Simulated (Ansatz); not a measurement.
**How fast states decay through RbNaH2S2**

Aim: relax a made-up compound, RbNaH2S2, and see how good a tunnel barrier it would be. It is built by putting Na for part of the Rb in the RbHS structure of space group P2_1/m, with the volume rescaled by atomic radii. The parent structure comes from the Materials Project.

Program: Ansatz 0.2.0. Level of theory: LDA DFT, plane waves, PAW files, in the first sound run; inputs show where later runs differ. Results are calculated unless marked as measured.

The structure was built from a prototype and need not be the compound's stable phase.

### 1. The structure

The structure is monoclinic, space group Pm (No. 6). The conventional cell has a = 4.347 Å, b = 4.878 Å, c = 6.542 Å, α = 90.00°, β = 101.59°, γ = 90.00°. Nearest to Na lie 3 H at 2.93 Å and 6 S at 3.23 to 3.32 Å. Nearest to Rb lie 3 H at 2.93 Å and 6 S at 3.23 to 3.32 Å. Nearest to H lie 1 S at 1.27 Å and 2 H at 2.83 Å and 1 Na at 2.93 Å and 2 Rb at 2.93 Å. Nearest to H lie 1 S at 1.27 Å and 2 H at 2.83 Å and 1 Rb at 2.93 Å and 2 Na at 2.93 Å. Nearest to S lie 3 H at 1.27 to 3.33 Å and 2 Na at 3.23 to 3.32 Å and 4 Rb at 3.24 to 3.30 Å. Nearest to S lie 3 H at 1.27 to 3.33 Å and 2 Rb at 3.23 to 3.32 Å and 4 Na at 3.24 to 3.30 Å. It derives from RbHS. Na for part of the Rb in the RbHS structure of space group P2_1/m. Farther neighbours and most contacts between anions are not listed.

### 2. Cell and atoms at rest

The substituted atoms don't fit the parent's cell, so cell and atoms relax together. A small smearing keeps the run stable in case the gap closes on the way.

input.yaml

```yaml
crystal:
  lattice:
    - [4.3469425461, 0.0, 0.0]
    - [0.0, 4.8784966789, 0.0]
    - [-1.314235815, 0.0, 6.4087959338]
  atoms:
    - { symbol: Na, position: [0.23093021, 0.25, 0.76158267] }
    - { symbol: Rb, position: [0.76906979, 0.75, 0.23841733] }
    - { symbol: H, position: [0.52105746, 0.25, 0.394465] }
    - { symbol: H, position: [0.47894254, 0.75, 0.605535] }
    - { symbol: S, position: [0.26510864, 0.25, 0.25988824] }
    - { symbol: S, position: [0.73489136, 0.75, 0.74011176] }
kpoints:
  mp_grid: { grid: [6, 4, 4] }
scf:
  occupations: { method: gaussian, width: 0.03 }
hamiltonian:
  xc: lda
output:
  forces: true
  stress: true
relax:
  f_tol: 0.02
  max_steps: 60
  cell: {}
```

Run with:

```sh
$ ansatz run input.yaml --threads 2 --pin off --max-ram 4096MiB --backend cpu --events-out ev --progress --plain --runs-dir out
```

Numbers of over 12 decimals in the logs are rounded to 6 here.

The program printed:

```text
Engine: ansatz 0.2.0, aarch64-unknown-linux-gnu
Pseudopotentials: kind: paw
Pseudopotential: Na, paw, valence charge 9, recommended cutoff 420 eV (normal), Na.paw.azcp
Pseudopotential: Rb, paw, valence charge 9, recommended cutoff 420 eV (normal), Rb.paw.azcp
Pseudopotential: H, paw, valence charge 1, recommended cutoff 420 eV (normal), H.paw.azcp
Pseudopotential: S, paw, valence charge 6, recommended cutoff 420 eV (normal), S.paw.azcp
Functional definition: SPW92
  exchange = slater_x
  correlation = pw_c
Crystal: 6 atoms, lattice volume = 135.908 Å³
Basis set: ecut = 420 eV, 2671 PW (Γ)
Bands: 22, of which v1, the nominal top of the filled ones, is band 16 counted from 1 (15 counted from 0)
Symmetry: 2 space group operations
Space group: Pm (ITA 6), of the structure as read, at distance tolerance 5.1e-5 Å
k-points: 42 of 96 (time reversal used)
Non-local potential: Na, projectors of the file, l = 0: 3, l = 1: 2, l = 2: 1
Non-local potential: Rb, projectors of the file, l = 0: 3, l = 1: 2, l = 2: 2
Non-local potential: H, projectors of the file, l = 0: 2, l = 1: 1
Non-local potential: S, projectors of the file, l = 0: 2, l = 1: 2, l = 2: 2
PAW form: soft (Blöchl's): semilocal exchange-correlation on the pseudo side does not see the compensation charge
PAW frozen core: Na, regenerated for the run's functional, and the local potential with it (the file was generated under x = pbe(κ = 0.804, μ = 0.219515), c = pbe(β = 0.066725))
PAW frozen core: Rb, regenerated for the run's functional, and the local potential with it (the file was generated under x = pbe(κ = 0.804, μ = 0.219515), c = pbe(β = 0.066725))
PAW frozen core: S, regenerated for the run's functional, and the local potential with it (the file was generated under x = pbe(κ = 0.804, μ = 0.219515), c = pbe(β = 0.066725))
PAW one-centre angular grid: Na, 110 points (default); XC on 64 Gauss nodes
PAW one-centre angular grid: Rb, 110 points (default); XC on 64 Gauss nodes
PAW one-centre angular grid: H, 110 points (default); XC on 64 Gauss nodes
PAW one-centre angular grid: S, 110 points (default); XC on 64 Gauss nodes
Initial density: superposition of atomic densities (neutral atoms: chi_scale 0, normalization atom), corrected by the library's trained network
Initial wavefunctions: pseudopotential atomic-orbital guess
Functional: x = slater, c = lda
SCF iter   1: F=—  HF=-6411.462708 eV  |F-HF|=—  |Δ(HF+E_count)|=         —  Δρ=6.68e-3  dr2=5.39e-2  ethr=1.77e-3  ⟨swp⟩=7.0  Hψ=5276  notcnv=0
preconditioner: auto → Resta (q_TF=auto, 2.144 Å⁻¹)  ε∞=2.7  [insulator: Δε(μ)=2.332 eV  Ē_g=11.295 eV  σ=0.030 eV  W_gap=1.00  n_scr=24 (ndim 8)  ℏωp=14.9 eV  f_vac=0.036  D(μ)=0.00/eV (n_scr^D=0)  ε∞_Penn≈2.7]
SCF iter   2: F=—  HF=-6411.446441 eV  |F-HF|=—  |Δ(HF+E_count)|=   1.63e-2  Δρ=2.99e-3  dr2=1.06e-2  ethr=1.69e-4  ⟨swp⟩=2.1  Hψ=1475  notcnv=0  defer=46
SCF iter   3: F=—  HF=-6411.443382 eV  |F-HF|=—  |Δ(HF+E_count)|=   3.06e-3  Δρ=5.55e-4  dr2=4.06e-4  ethr=3.32e-5  ⟨swp⟩=2.2  Hψ=1244  notcnv=0  defer=63
SCF iter   4: F=—  HF=-6411.443354 eV  |F-HF|=—  |Δ(HF+E_count)|=   2.82e-5  Δρ=1.12e-4  dr2=2.68e-5  ethr=1.27e-6  ⟨swp⟩=2.5  Hψ=1178  notcnv=0  defer=63
SCF iter   5: F=—  HF=-6411.443354 eV  |F-HF|=—  |Δ(HF+E_count)|=   1.01e-7  Δρ=3.87e-5  dr2=1.80e-6  ethr=8.37e-8  ⟨swp⟩=2.0  Hψ=1151  notcnv=0  defer=63
SCF iter   6: F=-6411.443354 eV  HF=-6411.443354 eV  |F-HF|=8.53e-9  |Δ(HF+E_count)|=   6.71e-7  Δρ=5.84e-6  dr2=6.17e-8  ethr=3.13e-10  ⟨swp⟩=3.7  Hψ=3908  notcnv=0
SCF 1 converged in 6 iterations: F = -6411.443354 eV  dr2 = 6.17e-8
  greatest PAW one-centre occupation: 0.999 electrons in one spin orbital (limit 2), on the Na atom at site 0 (counted from 0), in its partial waves of l = 0
relax step   1: F+E_penalty+E_count = -6411.44335421 eV  Δ(F+E_penalty+E_count) = +0.000e0 eV  max|allowed force component| = 1.992e0 eV/Å  Δτ_max = 0.0000 Å  P = +0.852 GPa  Ω = 135.908 Å³  (6 SCF iters, dr2 threshold 1.00e-7 eV, accepted)
Crystal: 6 atoms, lattice volume = 126.179 Å³
Basis set: ecut = 420 eV, 2449 PW (Γ)
Initial density: handed on by an earlier stage of this run
Initial wavefunctions: those handed on with the density
iter 1 solved again at ethr=1.82e-4 eV; its pass at ethr=3.10e-3 eV (dr2=5.82e-2 eV) is discarded
SCF iter   1: F=—  HF=-6411.726927 eV  |F-HF|=—  |Δ(HF+E_count)|=         —  Δρ=7.84e-3  dr2=6.03e-2  ethr=1.82e-4  ⟨swp⟩=1.7  Hψ=5746  notcnv=0
preconditioner: auto → Resta (q_TF=auto, 2.171 Å⁻¹)  ε∞=2.9  [insulator: Δε(μ)=2.535 eV  Ē_g=11.353 eV  σ=0.030 eV  W_gap=1.00  n_scr=24 (ndim 8)  ℏωp=15.5 eV  f_vac=0.011  D(μ)=0.00/eV (n_scr^D=0)  ε∞_Penn≈2.9]
SCF iter   2: F=—  HF=-6411.713275 eV  |F-HF|=—  |Δ(HF+E_count)|=   1.37e-2  Δρ=3.79e-3  dr2=1.15e-2  ethr=1.82e-4  ⟨swp⟩=2.6  Hψ=1511  notcnv=0
SCF iter   3: F=—  HF=-6411.710901 eV  |F-HF|=—  |Δ(HF+E_count)|=   2.37e-3  Δρ=6.84e-4  dr2=6.70e-4  ethr=3.59e-5  ⟨swp⟩=2.9  Hψ=1577  notcnv=0
SCF iter   4: F=—  HF=-6411.710799 eV  |F-HF|=—  |Δ(HF+E_count)|=   1.02e-4  Δρ=1.43e-4  dr2=4.72e-5  ethr=2.09e-6  ⟨swp⟩=2.7  Hψ=1530  notcnv=0
SCF iter   5: F=—  HF=-6411.710792 eV  |F-HF|=—  |Δ(HF+E_count)|=   6.57e-6  Δρ=5.14e-5  dr2=7.01e-6  ethr=1.48e-7  ⟨swp⟩=2.0  Hψ=1214  notcnv=0
SCF iter   6: F=-6411.710790 eV  HF=-6411.710790 eV  |F-HF|=2.72e-9  |Δ(HF+E_count)|=   1.65e-6  Δρ=9.95e-6  dr2=1.45e-7  ethr=1.87e-9  ⟨swp⟩=3.4  Hψ=3883  notcnv=0
SCF 2 converged in 6 iterations: F = -6411.710790 eV  dr2 = 1.45e-7
relax step   2: F+E_penalty+E_count = -6411.71079034 eV  Δ(F+E_penalty+E_count) = -2.674e-1 eV  max|allowed force component| = 7.467e-1 eV/Å  Δτ_max = 0.1182 Å  P = +0.406 GPa  Ω = 126.179 Å³  energy of the carried Pulay correction = +2.236e-3 eV  (6 SCF iters, dr2 threshold 6.00e-7 eV, accepted)
Crystal: 6 atoms, lattice volume = 118.670 Å³
Basis set: ecut = 420 eV, 2319 PW (Γ)
iter 1 solved again at ethr=3.13e-4 eV; its pass at ethr=3.10e-3 eV (dr2=1.00e-1 eV) is discarded
SCF iter   1: F=—  HF=-6411.714738 eV  |F-HF|=—  |Δ(HF+E_count)|=         —  Δρ=1.16e-2  dr2=1.04e-1  ethr=3.13e-4  ⟨swp⟩=1.1  Hψ=5859  notcnv=0
preconditioner: auto → Resta (q_TF=auto, 2.193 Å⁻¹)  ε∞=3.0  [insulator: Δε(μ)=2.644 eV  Ē_g=11.349 eV  σ=0.030 eV  W_gap=1.00  n_scr=24 (ndim 8)  ℏωp=16.0 eV  f_vac=0.011  D(μ)=0.00/eV (n_scr^D=0)  ε∞_Penn≈3.0]
SCF iter   2: F=—  HF=-6411.691480 eV  |F-HF|=—  |Δ(HF+E_count)|=   2.33e-2  Δρ=5.65e-3  dr2=2.52e-2  ethr=3.13e-4  ⟨swp⟩=2.7  Hψ=1513  notcnv=0
SCF iter   3: F=—  HF=-6411.684709 eV  |F-HF|=—  |Δ(HF+E_count)|=   6.77e-3  Δρ=7.92e-4  dr2=1.29e-3  ethr=7.86e-5  ⟨swp⟩=3.2  Hψ=1622  notcnv=0
[...]
relax step  10: F+E_penalty+E_count = -6411.80726206 eV  Δ(F+E_penalty+E_count) = -3.728e-4 eV  max|allowed force component| = 2.894e-2 eV/Å  Δτ_max = 0.0115 Å  P = -0.002 GPa  Ω = 124.173 Å³  energy of the carried Pulay correction = +2.718e-3 eV  (5 SCF iters, dr2 threshold 5.79e-8 eV, accepted)
relax step  11: F+E_penalty+E_count = -6411.81419499 eV  Δ(F+E_penalty+E_count) = -6.933e-3 eV  max|allowed force component| = 3.615e-1 eV/Å  Δτ_max = 0.1906 Å  P = -0.548 GPa  Ω = 124.325 Å³  energy of the carried Pulay correction = +2.681e-3 eV  (7 SCF iters, dr2 threshold 5.23e-8 eV, accepted)
relax step  12: F+E_penalty+E_count = -6411.80179734 eV  Δ(F+E_penalty+E_count) = +1.240e-2 eV  max|allowed force component| = 3.868e-1 eV/Å  Δτ_max = 0.1918 Å  P = +0.075 GPa  Ω = 120.775 Å³  energy of the carried Pulay correction = +3.551e-3 eV  (6 SCF iters, dr2 threshold 6.00e-7 eV, rejected (line search))
relax step  13: F+E_penalty+E_count = -6411.82825921 eV  Δ(F+E_penalty+E_count) = -1.406e-2 eV  max|allowed force component| = 3.200e-1 eV/Å  Δτ_max = 0.0974 Å  P = -0.397 GPa  Ω = 122.391 Å³  energy of the carried Pulay correction = +3.152e-3 eV  (9 SCF iters, accepted)
relax step  14: F+E_penalty+E_count = -6411.84548785 eV  Δ(F+E_penalty+E_count) = -1.723e-2 eV  max|allowed force component| = 1.654e-1 eV/Å  Δτ_max = 0.0870 Å  P = +0.113 GPa  Ω = 119.574 Å³  energy of the carried Pulay correction = +3.851e-3 eV  (6 SCF iters, dr2 threshold 6.00e-7 eV, accepted)
relax step  15: F+E_penalty+E_count = -6411.83646269 eV  Δ(F+E_penalty+E_count) = +9.025e-3 eV  max|allowed force component| = 6.282e-1 eV/Å  Δτ_max = 0.1381 Å  P = -0.259 GPa  Ω = 117.185 Å³  energy of the carried Pulay correction = +4.456e-3 eV  (6 SCF iters, dr2 threshold 6.00e-7 eV, rejected (line search))
relax step  16: F+E_penalty+E_count = -6411.85052186 eV  Δ(F+E_penalty+E_count) = -5.034e-3 eV  max|allowed force component| = 1.269e-1 eV/Å  Δτ_max = 0.0715 Å  P = -0.088 GPa  Ω = 119.075 Å³  energy of the carried Pulay correction = +3.977e-3 eV  (9 SCF iters, accepted)
relax step  17: F+E_penalty+E_count = -6411.85780284 eV  Δ(F+E_penalty+E_count) = -7.281e-3 eV  max|allowed force component| = 9.627e-3 eV/Å  Δτ_max = 0.0682 Å  P = +0.062 GPa  Ω = 118.238 Å³  energy of the carried Pulay correction = +4.188e-3 eV  (5 SCF iters, dr2 threshold 6.00e-7 eV, accepted)
relax step  18: F+E_penalty+E_count = -6411.84859076 eV  Δ(F+E_penalty+E_count) = +9.212e-3 eV  max|allowed force component| = 2.314e-1 eV/Å  Δτ_max = 0.1097 Å  P = +0.354 GPa  Ω = 116.654 Å³  energy of the carried Pulay correction = +4.592e-3 eV  (7 SCF iters, dr2 threshold 4.47e-8 eV, rejected (line search))
relax step  19: F+E_penalty+E_count = -6411.85834208 eV  Δ(F+E_penalty+E_count) = -5.392e-4 eV  max|allowed force component| = 1.001e-2 eV/Å  Δτ_max = 0.0488 Å  P = -0.008 GPa  Ω = 118.558 Å³  energy of the carried Pulay correction = +4.107e-3 eV  (9 SCF iters, accepted)
relax step  20: F+E_penalty+E_count = -6411.85847999 eV  Δ(F+E_penalty+E_count) = -1.379e-4 eV  max|allowed force component| = 8.658e-3 eV/Å  Δτ_max = 0.0144 Å  P = -0.011 GPa  Ω = 118.595 Å³  energy of the carried Pulay correction = +4.098e-3 eV  (6 SCF iters, dr2 threshold 8.34e-9 eV, accepted)
Initial wavefunctions: pseudopotential atomic-orbital guess (no wavefunctions were taken with the density)
iter 1 solved again at ethr=1.85e-7 eV; its pass at ethr=3.10e-3 eV (dr2=5.92e-5 eV) is discarded
SCF iter   1: F=—  HF=-6411.858661 eV  |F-HF|=—  |Δ(HF+E_count)|=         —  Δρ=3.07e-4  dr2=6.87e-6  ethr=1.85e-7  ⟨swp⟩=3.9  Hψ=7895  notcnv=0
preconditioner: auto → Resta (q_TF=auto, 2.193 Å⁻¹)  ε∞=3.0  [insulator: Δε(μ)=2.576 eV  Ē_g=11.445 eV  σ=0.030 eV  W_gap=1.00  n_scr=22 (ndim 8)  ℏωp=16.0 eV  f_vac=0.038  D(μ)=0.00/eV (n_scr^D=0)  ε∞_Penn≈3.0]
SCF iter   2: F=—  HF=-6411.858716 eV  |F-HF|=—  |Δ(HF+E_count)|=   5.57e-5  Δρ=1.56e-4  dr2=1.78e-6  ethr=2.15e-8  ⟨swp⟩=1.0  Hψ=955  notcnv=0
SCF iter   3: F=—  HF=-6411.858738 eV  |F-HF|=—  |Δ(HF+E_count)|=   2.17e-5  Δρ=8.87e-6  dr2=2.12e-8  ethr=5.57e-9  ⟨swp⟩=1.0  Hψ=925  notcnv=0
SCF iter   4: F=—  HF=-6411.858738 eV  |F-HF|=—  |Δ(HF+E_count)|=  3.98e-10  Δρ=1.26e-6  dr2=2.96e-10  ethr=6.62e-11  ⟨swp⟩=2.0  Hψ=1576  notcnv=0
SCF iter   5: F=-6411.858738 eV  HF=-6411.858738 eV  |F-HF|=1.09e-11  |Δ(HF+E_count)|=   1.35e-9  Δρ=1.95e-7  dr2=3.83e-11  ethr=1.00e-12  ⟨swp⟩=5.2  Hψ=3498  notcnv=0
SCF 21 converged in 5 iterations: F = -6411.858738 eV  dr2 = 3.83e-11
relax step  21: F+E_penalty+E_count = -6411.85873811 eV  Δ(F+E_penalty+E_count) = -2.581e-4 eV  max|allowed force component| = 8.188e-3 eV/Å  Δτ_max = 0.0000 Å  P = -0.004 GPa  Ω = 118.595 Å³  stress off target by 4.28e-2 GPa  SCF on the basis re-selected at this cell (its energy is not comparable with the rows above)  (5 SCF iters)
basis re-selected at this cell: Δ(F+E_penalty+E_count) = -2.581e-4 eV, ΔP = +0.006 GPa vs the last step (what re-selecting the basis moved, of the pressure what is left beyond the Pulay correction that the steps carried, after the strain that the cell walked since its last selection, with what the two solves' SCF thresholds leave and, on support functions, any second-order correction that the steps lacked; it is no measure of the basis error at this ecutwfc). The dense FFT grid was sized anew with the basis: this SCF ran on 27×40×45 points, the steps before it on 30×36×45, so part of this shift can come from that change (see relax.cell in the input reference). [rest of the remark cut]
SCF converged after 5 iterations
Free energy (F): -6411.858738 eV
Harris-Foulkes:  -6411.858738 eV  (|F-HF|=1.09e-11)
Internal energy: -6411.858738 eV  (E = F + TS)
E sigma→0 (E₀):  -6411.858738 eV
Fermi energy:    3.914334 eV
--- Per-component energies (eV) ---
  E_band       = -328.178417
  E_kinetic    = 556.087325
  E_local      = -2192.997441  (includes V_loc(G=0)·N_el)
  E_nonlocal   = 356.048563
  E_hartree    = 715.345039
  E_xc         = -378.165174
  E_vxc        = -385.557417  (∫ρ·V_xc dr)
  E_paw        = -3906.896815  (= ΣΔE_a)
  E_vpaw       = -92.447494  (= ΣTr[D̂ρ^β])
  E_aug_tail   = -0.002209  (compensation charges beyond the density's cutoff)
  E_ewald      = -1561.996569
  E_core_change = 0.718544  (= ΣΔE_core)
  E_smearing   = -0.000000  (= −TS)
  E_closure    = -0.000000  (closes the sum)
  Σ components = -6411.858738   (vs F -6411.858738, Δ=0.00e0)
--- Forces (eV/Å), atoms counted from 1 ---
  atom   1  Na    -0.00074996     0.00000000    -0.00013900
  atom   2  Rb    -0.00200783    -0.00000000    -0.00225178
  atom   3  H     -0.00714825     0.00000000    -0.00046715
  atom   4  H      0.00389519    -0.00000000     0.00288822
  atom   5  S      0.00818936     0.00000000    -0.00101564
  atom   6  S     -0.00217240    -0.00000000     0.00099022
  max |Σ_I F_I| component: 6.11e-6 eV/Å
--- Stress (GPa, compression-positive) ---
       -0.039774       0.000000      -0.009677
        0.000000       0.038720       0.000000
       -0.009677       0.000000      -0.011623
  P = ⅓ Tr σ = -0.0042 GPa (-0.042 kbar)
--- Relaxed structure (20 steps of the walk, 16 accepted, 1 SCFs on fresh bases) ---
  F+E_penalty+E_count = -6411.85873811 eV   max|allowed force component| = 8.188e-3 eV/Å   (the final SCF, on the basis selected at the relaxed cell)
  cell:  # Å, volume = 118.5947 Å³
    - [3.754781, 0.0, -0.154832]
    - [0.0, 5.386755, 0.0]
    - [-1.363477, 0.0, 5.919679]
  atoms:
    - { symbol: Na, position: [0.093524, 0.25, 0.739724] }
    - { symbol: Rb, position: [0.654740, 0.75, 0.203671] }
    - { symbol: H, position: [0.575596, 0.25, 0.351723] }
    - { symbol: H, position: [0.549872, 0.75, 0.675979] }
    - { symbol: S, position: [0.198823, 0.25, 0.281003] }
    - { symbol: S, position: [0.927446, 0.75, 0.747899] }
```

Run time: 1.9 min. Hardware: 2 threads of Arm Neoverse V1, shared host; peak memory 0.4 GiB.

Step by step:

```csv
step,energy less that of the first step (eV),largest force component (eV/Å),pressure (GPa),volume (Å³)
1,0.0000,1.9920,0.85,135.91
2,-0.2674,0.7467,0.41,126.18
3,-0.2410,0.7461,-0.03,118.67
4,-0.3109,0.2897,0.20,122.85
5,-0.3194,0.1810,0.14,122.28
6,-0.3381,0.2805,-0.07,121.10
7,-0.3477,0.4063,-0.08,121.35
8,-0.3622,0.0477,-0.14,124.49
9,-0.3635,0.0304,0.02,124.10
10,-0.3639,0.0289,0.00,124.17
11,-0.3708,0.3615,-0.55,124.33
12,-0.3584,0.3868,0.07,120.77
13,-0.3849,0.3200,-0.40,122.39
14,-0.4021,0.1654,0.11,119.57
15,-0.3931,0.6282,-0.26,117.19
16,-0.4072,0.1269,-0.09,119.08
17,-0.4144,0.0096,0.06,118.24
18,-0.4052,0.2314,0.35,116.65
19,-0.4150,0.0100,-0.01,118.56
20,-0.4151,0.0087,-0.01,118.59
21*,-0.4154,0.0082,0.00,118.59
```

Relaxation steps marked * repeat the geometry before them on a plane-wave basis chosen anew for their cell, so energy and pressure can jump there. Relaxation steps 3, 12, 15, 18 were tried and not accepted.

The run keeps the 2 symmetry operations that it works with, so distortions that break them were not tested.

```csv
cell as run,before,after,change
a (Å),4.347,3.758,-13.5 %
b (Å),4.878,5.387,+10.4 %
c (Å),6.542,6.075,-7.1 %
β (°),101.59,105.33,+3.7 %
volume (Å³/atom),22.65,19.77,-12.7 %
```

The atoms that moved most (Å, as changes of fractional coordinates times the final cell):

```csv
atom,dx,dy,dz,length
S6,0.712,0.000,0.016,0.713
Na1,-0.486,0.000,-0.108,0.498
H4,0.170,0.000,0.406,0.440
Rb2,-0.382,0.000,-0.188,0.426
H3,0.263,0.000,-0.261,0.371
S5,-0.278,0.000,0.135,0.309
```

Final coordinates:

```cif
data_structure
_symmetry_space_group_name_H-M 'P 1'
_symmetry_Int_Tables_number 1
_cell_length_a 3.7580
_cell_length_b 5.3868
_cell_length_c 6.0747
_cell_angle_alpha 90.000
_cell_angle_beta 105.332
_cell_angle_gamma 90.000
_cell_volume 118.59
loop_
_atom_site_label
_atom_site_type_symbol
_atom_site_fract_x
_atom_site_fract_y
_atom_site_fract_z
_atom_site_occupancy
Na1 Na 0.09352 0.25000 0.73972 1
Rb2 Rb 0.65474 0.75000 0.20367 1
H3 H 0.57560 0.25000 0.35172 1
H4 H 0.54987 0.75000 0.67598 1
S5 S 0.19882 0.25000 0.28100 1
S6 S 0.92745 0.75000 0.74790 1
```

Numbers from this step:

| Quantity | Value |
| --- | --- |
| free energy | -6411.8587 eV |
| Fermi energy | 3.914 eV |
| pressure | -0.004226 GPa |

The largest force component on a free atom ends at 0.0082 eV/Å.

(Part 1 of 3 ends here.)

[Logs are printed without paths, hosts, clocks, repeated set-up lines and the standing remarks that a program may print on its own settings, such as how far it seeks lower states.]

[Hosts, paths, dates, database ids (printed as entryN), source tags and the programs' standing remarks are cut or masked in the printed files.]
